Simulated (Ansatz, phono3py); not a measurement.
# BAs (F-43m): thermal conductivity with phono3py

Wanted: the sensitivity of κ of BAs to the choices of the transport step.

What experiment has found for this phase:
- thermal conductivity 1160 W/m/K near room temperature (given in “Boron isotope effect on the thermal conductivity of boron arsenide single crystals”, 2019, arxiv:1910.02152)
- thermal conductivity 1000 W/m/K near room temperature (given in “Thermal expansion coefficient and lattice anharmonicity of cubic boron arsenide”, 2019, arxiv:1903.01668)

Main program and level: Ansatz 0.2.0 and phono3py 4.10.0; DFT LDA, scalar-relativistic, plane waves, PAW, in the first sound run; inputs show where later runs differ.

Report form: inputs, costs, results and the conclusion, without the logs.

## 1. The structure

Symmetry: F-43m, No. 216, cubic system. The conventional cell has a = 4.732 Å, b = 4.732 Å, c = 4.732 Å, α = 90.00°, β = 90.00°, γ = 90.00°. Nearest to B lie 4 As at 2.05 Å. Nearest to As lie 4 B at 2.05 Å. Farther neighbours, and contacts between anions beyond the nearest, are not listed.

## 2. Where the constants come from

input.yaml

```yaml
crystal:
  lattice:
    - [0.0, 2.3660419825, 2.3660419825]
    - [2.3660419825, 0.0, 2.3660419825]
    - [2.3660419825, 2.3660419825, 0.0]
  atoms:
    - { symbol: B, position: [0.0, 0.0, 0.0] }
    - { symbol: As, position: [0.25, 0.25, 0.25] }
kpoints:
  mp_grid: { grid: [8, 8, 8] }
hamiltonian:
  xc: lda
scf:
  occupations: { method: fixed }
output:
  eigenvalues: true
phonons:
  method: fd
  dielectric: true
  supercell: [4, 4, 4]
  temperatures: { t_max: 1000, t_step: 50 }
  qpath:
    path:
      - [[0.0, 0.0, 0.0], [0.5, 0.0, 0.5], [0.5, 0.25, 0.75], [0.375, 0.375, 0.75], [0.0, 0.0, 0.0], [0.5, 0.5, 0.5], [0.625, 0.25, 0.625], [0.5, 0.25, 0.75], [0.5, 0.5, 0.5], [0.375, 0.375, 0.75]]
      - [[0.625, 0.25, 0.625], [0.5, 0.0, 0.5]]
    npoints: 10
  third_order: { supercell: [4, 4, 4], pair_cutoff: 5.307 }
  lattice_thermal_conductivity:
    qmesh: [23, 23, 23]
    temperatures: [100.0, 150.0, 200.0, 300.0, 400.0, 500.0, 600.0, 800.0]
    isotope_mass_variance: [{ species: As, variance: 0.0 }, { species: B, variance: 0.001354 }]
    solution: relaxation_time
```

Command:

```sh
$ ansatz run input.yaml --threads 18 --pin off --max-ram 92160MiB --backend cuda --events-out ev --progress --plain --runs-dir out
```

It took 5.4 min on 1 × NVIDIA GB200 with 18 threads of Arm Neoverse V2, shared host; peak memory 4.7 GiB; 51 min of CPU time.

This step gave:

```yaml
highest_frequency: 740.7 cm⁻¹
kappa_at_300_k_relaxation_time: 1070 W/m/K
dipole_term: run
third_order_blocks: 2102
```

## 3. Relaxation-time solution

The base run: each mode relaxes on its own with natural isotopes, and rates are split into normal and umklapp parts.

This step: DFT LDA, scalar-relativistic, plane waves, PAW; phono3py on Ansatz's force constants (phono3py 4.10.0).

phono3py.yaml

```yaml
phono3py:
  version: "4.10.0"
  frequency_unit_conversion_factor: 15.633302
  symmetry_tolerance: 1.00000e-05

physical_unit:
  atomic_mass: "AMU"
  length: "angstrom"

space_group:
  type: "F-43m"
  number: 216
  Hall_symbol: "F -4 2 3"

primitive_matrix:
- [  1.000000000000000,  0.000000000000000,  0.000000000000000 ]
- [  0.000000000000000,  1.000000000000000,  0.000000000000000 ]
- [  0.000000000000000,  0.000000000000000,  1.000000000000000 ]

supercell_matrix:
- [   4,   0,   0 ]
- [   0,   4,   0 ]
- [   0,   0,   4 ]

# [primitive_cell block left out]
unit_cell:
  lattice:
  - [     0.000000000000000,     2.366041982500000,     2.366041982500000 ] # a
  - [     2.366041982500000,     0.000000000000000,     2.366041982500000 ] # b
  - [     2.366041982500000,     2.366041982500000,     0.000000000000000 ] # c
  points:
  - symbol: B # 1
    coordinates: [  0.000000000000000,  0.000000000000000,  0.000000000000000 ]
    mass: 10.810000
    reduced_to: 1
  - symbol: As # 2
    coordinates: [  0.250000000000000,  0.250000000000000,  0.250000000000000 ]
    mass: 74.921595
    reduced_to: 2

# [supercell block left out]
phonon_supercell_matrix:
- [   4,   0,   0 ]
- [   0,   4,   0 ]
- [   0,   0,   4 ]

# [phonon_primitive_cell block left out]
# [phonon_supercell block left out]
nac:
  born_effective_charge:
  - # 1 (B)
    - [ -0.539462000504067,  0.000000000000000,  0.000000000000000 ]
    - [  0.000000000000000, -0.539462000504067,  0.000000000000000 ]
    - [  0.000000000000000,  0.000000000000000, -0.539462000504067 ]
  - # 2 (As)
    - [  0.539462000504067,  0.000000000000000,  0.000000000000000 ]
    - [  0.000000000000000,  0.539462000504067,  0.000000000000000 ]
    - [  0.000000000000000,  0.000000000000000,  0.539462000504067 ]
  dielectric_constant:
    - [  9.661073176460462,  0.000000000000000,  0.000000000000000 ]
    - [  0.000000000000000,  9.661073176460464,  0.000000000000000 ]
    - [  0.000000000000000,  0.000000000000000,  9.661073176460459 ]
  unit_conversion_factor: 14.399645
```

Command:

```sh
$ phono3py phono3py.yaml --mesh 23 23 23 --br --isotope --nu --ts 100 150 200 300 400 500 600 800
```

Elapsed: 5.4 min, on 8 threads; peak memory 0.1 GiB.

Read from the output:

| Item | Value |
| --- | --- |
| κ at 300 K | 1068 W/m/K |
| κ xx, yy, zz at 300 K | 1068, 1068, 1068 W/m/K |
| normal share of three-phonon scattering at 300 K | 0.828 |

W/m/K. Kappa, by row:

```csv
T (K),xx,yy,zz,yz,xz,xy
100,2190,2190,2190,0,0,0
150,1771,1771,1771,0,0,0
200,1462,1462,1462,0,0,0
300,1068,1068,1068,0,0,0
400,836.4,836.4,836.4,0,0,0
500,686.4,686.4,686.4,0,0,0
600,581.6,581.6,581.6,0,0,0
800,445.2,445.2,445.2,0,0,0
```

Table of lattice thermal conductivity, xx by temperature:

```csv
temperature (K),"lattice thermal conductivity, xx (W/m/K)"
100,2190
150,1771
200,1462
300,1068
400,836
500,686
600,582
800,445
```

Table of mean scattering rate at 300 K by frequency:

```csv
frequency (THz),normal (1/ps),umklapp (1/ps)
0.46,7.9e-4,3.5e-5
1.39,0.00311,3.0e-4
2.32,0.0083,0.00216
3.24,0.00669,8.8e-4
4.17,0.00413,7.9e-4
5.09,0.00264,4.4e-4
6.02,0.00197,3.2e-4
6.95,0.00308,1.9e-4
7.87,0.00925,7.5e-4
8.80,0.0101,0.00289
9.73,0.0131,0.00648
10.65,-,-
11.58,-,-
12.50,-,-
13.43,-,-
14.36,-,-
15.28,-,-
16.21,-,-
17.14,-,-
18.06,-,-
18.99,0.0267,0.014
19.91,0.0131,0.00154
20.84,0.00795,5.7e-8
21.77,0.0577,0.0226
```

The base value at 300 K is 1068 W/(m K).

The lattice thermal conductivity, xx is 1068 W/m/K at 300 K, going as T^-0.9 above 200 K.

## 4. Two programs, one set of constants

This step: DFT LDA, scalar-relativistic, plane waves, PAW (Ansatz 0.2.0).

Ansatz's figure includes its coherence part. Comparison, by row:

```csv
T (K),Ansatz RTA (W/m/K),phono3py RTA (W/m/K),difference (%)
100,2201,2190,-0.5
150,1776,1771,-0.28
200,1466,1462,-0.27
300,1070,1068,-0.19
400,837.8,836.4,-0.17
500,687.4,686.4,-0.15
600,582.4,581.6,-0.14
800,445.9,445.2,-0.16
```

## 5. Without isotopes, third order supercell 4×4×4, supercell 4×4×4

Leaving out the isotope term shows how much the natural mass disorder scatters.

This step: DFT LDA, scalar-relativistic, plane waves, PAW; phono3py on Ansatz's force constants (phono3py 4.10.0).

phono3py.yaml is that of step 3.

Command:

```sh
$ phono3py phono3py.yaml --mesh 23 23 23 --br --ts 100 150 200 300 400 500 600 800
```

The job ended after 5.4 min (8 threads; peak memory 0.11 GiB).

Numbers from this step:

| Item | Value |
| --- | --- |
| κ at 300 K | 1271 W/m/K |
| κ xx, yy, zz at 300 K | 1271, 1271, 1271 W/m/K |

W/m/K. Kappa, by row:

```
T (K)     xx     yy     zz  yz  xz  xy
  100   3181   3181   3181   0   0   0
  150   2318   2318   2318   0   0   0
  200   1819   1819   1819   0   0   0
  300   1271   1271   1271   0   0   0
  400  974.8  974.8  974.8   0   0   0
  500  789.5  789.5  789.5   0   0   0
  600  662.8  662.8  662.8   0   0   0
  800  501.1  501.1  501.1   0   0   0
```

κ at 300 K goes from 1068 in the base run to 1271 W/(m K).

## 6. Another q-mesh, third order supercell 4×4×4, supercell 4×4×4

Only the q-mesh of the transport sums changes.

phono3py.yaml is that of step 5.

Command:

```sh
$ phono3py phono3py.yaml --mesh 5 5 5 --br --isotope --ts 100 300 600
```

It took 0.87 s on 8 threads; peak memory 0.09 GiB; 1.2 s of CPU time.

Read from the output:

```
κ at 300 K            : 2279 W/m/K
κ xx, yy, zz at 300 K : 2279, 2279, 2279 W/m/K
```

W/m/K. Kappa, by row:

| T (K) | xx | yy | zz | yz | xz | xy |
| --- | --- | --- | --- | --- | --- | --- |
| 100 | 2448 | 2448 | 2448 | 0 | 0 | 0 |
| 300 | 2279 | 2279 | 2279 | 0 | 0 | 0 |
| 600 | 1523 | 1523 | 1523 | 0 | 0 | 0 |

This mesh is far too coarse for the transport sums: κ at 300 K comes out at 2279 against 1068 W/(m K) in the base run.

## 7. Another q-mesh, third order supercell 4×4×4, supercell 4×4×4 (run 2)

phono3py.yaml is that of step 6.

Command:

```sh
$ phono3py phono3py.yaml --mesh 7 7 7 --br --isotope --ts 100 300 600
```

Run time: 1.1 s. Hardware: 8 threads; peak memory 0.09 GiB; 3.1 s of CPU time.

W/m/K. Kappa, by row:

```
T (K)     xx     yy     zz  yz  xz  xy
  100   2098   2098   2098   0   0   0
  300   1255   1255   1255   0   0   0
  600  715.1  715.1  715.1   0   0   0
```

This mesh is far too coarse for the transport sums: κ at 300 K comes out at 1255 against 1068 W/(m K) in the base run.

## 8. Another q-mesh, third order supercell 4×4×4, supercell 4×4×4 (run 3)

phono3py.yaml is that of step 7.

Command:

```sh
$ phono3py phono3py.yaml --mesh 11 11 11 --br --isotope --ts 100 300 600
```

Run time: 4.8 s. Hardware: 8 threads; peak memory 0.09 GiB.

W/m/K. Kappa, by row:

```csv
T (K),xx,yy,zz,yz,xz,xy
100,2114,2114,2114,0,0,0
300,1127,1127,1127,0,0,0
600,624.3,624.3,624.3,0,0,0
```

κ at 300 K goes from 1068 in the base run to 1127 W/(m K).

## 9. Another q-mesh, third order supercell 4×4×4, supercell 4×4×4 (run 4)

phono3py.yaml is that of step 8.

Command:

```sh
$ phono3py phono3py.yaml --mesh 15 15 15 --br --isotope --ts 100 300 600
```

It took 25 s on 8 threads; peak memory 0.09 GiB.

W/m/K. Kappa, by row:

```
T (K)     xx     yy     zz  yz  xz  xy
  100   2136   2136   2136   0   0   0
  300   1082   1082   1082   0   0   0
  600  593.7  593.7  593.7   0   0   0
```

κ at 300 K goes from 1068 in the base run to 1082 W/(m K).

## 10. Another q-mesh, third order supercell 4×4×4, supercell 4×4×4 (run 5)

phono3py.yaml is that of step 9.

Command:

```sh
$ phono3py phono3py.yaml --mesh 21 21 21 --br --isotope --ts 100 300 600
```

The job ended after 2.9 min (8 threads; peak memory 0.1 GiB; 22 min of CPU time).

W/m/K. Kappa, by row:

```
T (K)     xx     yy     zz  yz  xz  xy
  100   2180   2180   2180   0   0   0
  300   1071   1071   1071   0   0   0
  600  584.1  584.1  584.1   0   0   0
```

κ at 300 K goes from 1068 in the base run to 1071 W/(m K).

## 11. Mesh convergence

This step: DFT LDA, scalar-relativistic, plane waves, PAW (phono3py 4.10.0).

Series, by row:

```csv
mesh points along each axis,kappa at 100 K (W/m/K),kappa at 300 K (W/m/K),kappa at 600 K (W/m/K),seconds
5,2448,2279,1523,0.87
7,2098,1255,715.1,1.12
11,2114,1127,624.3,4.82
15,2136,1082,593.7,24.74
21,2180,1071,584.1,171.1
```

## 12. Boundary scattering, third order supercell 4×4×4, supercell 4×4×4

A boundary term v/L is added to each rate, a simple model of grains or a thin sample.

This step: DFT LDA, scalar-relativistic, plane waves, PAW; phono3py on Ansatz's force constants (phono3py 4.10.0).

phono3py.yaml is that of step 10.

Command:

```sh
$ phono3py phono3py.yaml --mesh 23 23 23 --br --isotope --boundary-mfp 0.1 --ts 100 150 200 300 400 500 600 800
```

Wall time 4.9 min (8 threads); peak memory 0.11 GiB; 39 min of CPU time.

This step gave:

```
κ at 300 K            : 107.9 W/m/K
κ xx, yy, zz at 300 K : 107.9, 107.9, 107.9 W/m/K
```

W/m/K. Kappa, by row:

```csv
T (K),xx,yy,zz,yz,xz,xy
100,70.37,70.37,70.37,0,0,0
150,93.97,93.97,93.97,0,0,0
200,103.5,103.5,103.5,0,0,0
300,107.9,107.9,107.9,0,0,0
400,106.6,106.6,106.6,0,0,0
500,103.8,103.8,103.8,0,0,0
600,100.6,100.6,100.6,0,0,0
800,94.52,94.52,94.52,0,0,0
```

κ at 300 K goes from 1068 in the base run to 108 W/(m K).

## 13. Boundary scattering, third order supercell 4×4×4, supercell 4×4×4 (run 2)

phono3py.yaml is that of step 12.

Command:

```sh
$ phono3py phono3py.yaml --mesh 23 23 23 --br --isotope --boundary-mfp 0.3 --ts 100 150 200 300 400 500 600 800
```

The job ended after 5 min (8 threads; peak memory 0.11 GiB; 39 min of CPU time).

Numbers from this step:

```yaml
kappa_at_300_k: 255.2 W/m/K
kappa_xx_yy_zz_at_300_k: 255.2, 255.2, 255.2 W/m/K
```

W/m/K. Kappa, by row:

```csv
T (K),xx,yy,zz,yz,xz,xy
100,191.7,191.7,191.7,0,0,0
150,244.4,244.4,244.4,0,0,0
200,259.4,259.4,259.4,0,0,0
300,255.2,255.2,255.2,0,0,0
400,240.7,240.7,240.7,0,0,0
500,225.7,225.7,225.7,0,0,0
600,211.9,211.9,211.9,0,0,0
800,188.6,188.6,188.6,0,0,0
```

κ at 300 K goes from 1068 in the base run to 255 W/(m K).

## 14. Two-phonon phase space, third order supercell 4×4×4, supercell 4×4×4

The two-phonon density of states counts the channels open to a mode, without matrix elements.

phono3py.yaml is that of step 13.

Command:

```sh
$ phono3py phono3py.yaml --mesh 27 27 27 --jdos --gp 0 --num-freq-points 80
```

Elapsed: 0.87 s, on 8 threads; peak memory 0.12 GiB; 1.7 s of CPU time.

Joint density of states at Gamma against frequency; read off at these points:

| frequency (THz) | absorption class (1/THz) | decay class (1/THz) |
| --- | --- | --- |
| 0.0 | 0 | 0 |
| 1.1 | 4.04 | 0.00210 |
| 2.3 | 3.43 | 0.0127 |
| 3.4 | 1.08 | 0.0304 |
| 5.1 | 0.106 | 0.0762 |
| 6.2 | 0 | 0.129 |
| 7.3 | 0 | 0.220 |
| 8.5 | 0 | 0.516 |
| 9.6 | 0.166 | 0.624 |
| 10.7 | 2.21 | 0.794 |
| 11.9 | 1.59 | 1.07 |
| 13.0 | 3.73 | 1.21 |
| 14.7 | 2.42 | 1.15 |
| 15.8 | 2.78 | 0.844 |
| 16.9 | 1.56 | 0.399 |
| 18.1 | 0.441 | 0.160 |
| 19.2 | 0.147 | 0.0123 |
| 20.3 | 0.0186 | 0 |
| 21.5 | 0 | 0.00615 |
| 23.2 | 0 | 0.334 |
| 24.3 | 0 | 2.08 |
| 25.4 | 0 | 3.46 |
| 26.6 | 0 | 2.57 |
| 27.7 | 0 | 4.12 |
| 28.8 | 0 | 1.51 |
| 29.9 | 0 | 1.30 |
| 31.6 | 0 | 0.0754 |
| 32.8 | 0 | 0 |
| 33.9 | 0 | 0 |
| 35.0 | 0 | 0 |
| 36.2 | 0 | 0 |
| 37.3 | 0 | 0 |
| 38.4 | 0 | 2.05 |
| 39.6 | 0 | 1.19 |
| 41.2 | 0 | 5.27 |
| 42.4 | 0 | 0.498 |
| 43.5 | 0 | 0.271 |
| 44.6 | 0 | 0 |

Distinct peaks of the joint density of states at Gamma (absorption class) stand at 1.1, 10.7 and 13.0 THz; the one at 1.13 THz is strongest.

## 15. An input with a fault, third order supercell 4×4×4, supercell 4×4×4

This input was changed on purpose, to see how the program answers.

phono3py.yaml is that of step 14.

Command:

```sh
$ phono3py phono3py.yaml --mesh 11 11 11 --br --ts 1
```

Wall time 4.5 s (8 threads); peak memory 0.09 GiB.

The run finished. A setting was moved off its sound value on purpose, so it serves as a test and not as the result.

The fault put into the input: 1 K on a mesh that holds no mode populated at that temperature.

## 16. Summary of results

```
κ at 300 K, RTA, natural isotopes, mesh 23×23×23 : 1068 W/m/K
κ at 300 K, RTA, pure, mesh 23×23×23             : 1271 W/m/K
```

**Reading.** On these constants κ of BAs at 300 K is 1068 W/(m K) in the base run. On the same constants and mesh the two programs agree within 0.5 %, setting Ansatz's figure with its coherence part beside phono3py's without; the small coherence parts themselves are defined differently and need not agree. The last step of the mesh series (15 to 21) moves κ at the middle temperature by -1.0 %, while the coarsest mesh gives 213 % of the densest value. Normal processes make 83 % of the three-phonon scattering at 300 K, weighting modes by their heat capacity. A boundary length of 0.1 µm leaves 10 % of κ at 300 K. A boundary length of 0.3 µm leaves 24 % of κ at 300 K. A measured thermal conductivity near room temperature is 1160 W/m/K (arxiv:1910.02152); the calculated 1068 W/m/K differs by -8 %. Part of this agreement may be a cancellation, since four-phonon scattering and the shift of frequencies with temperature are both left out, and a relaxation-time value lies below the full solution.

[Long decimals in the printed logs are rounded to 6 places.]

[Logs are printed without paths, hosts, clocks, repeated set-up lines and the standing remarks that a program may print on its own settings, such as how far it seeks lower states.]

[Hosts, paths, dates, database ids (printed as entryN), source tags and the programs' standing remarks are cut or masked in the printed files.]

[Where the starting crystal was built by hand or by swapping elements, it need not be the compound's stable phase.]

[A step with changed settings may run another functional than the one named; its input shows which.]

[Pressures of single members of a volume series are the stress at the run's cutoff; with an incomplete basis they can lie off −dE/dV of the same runs, and they are not shown converged.]
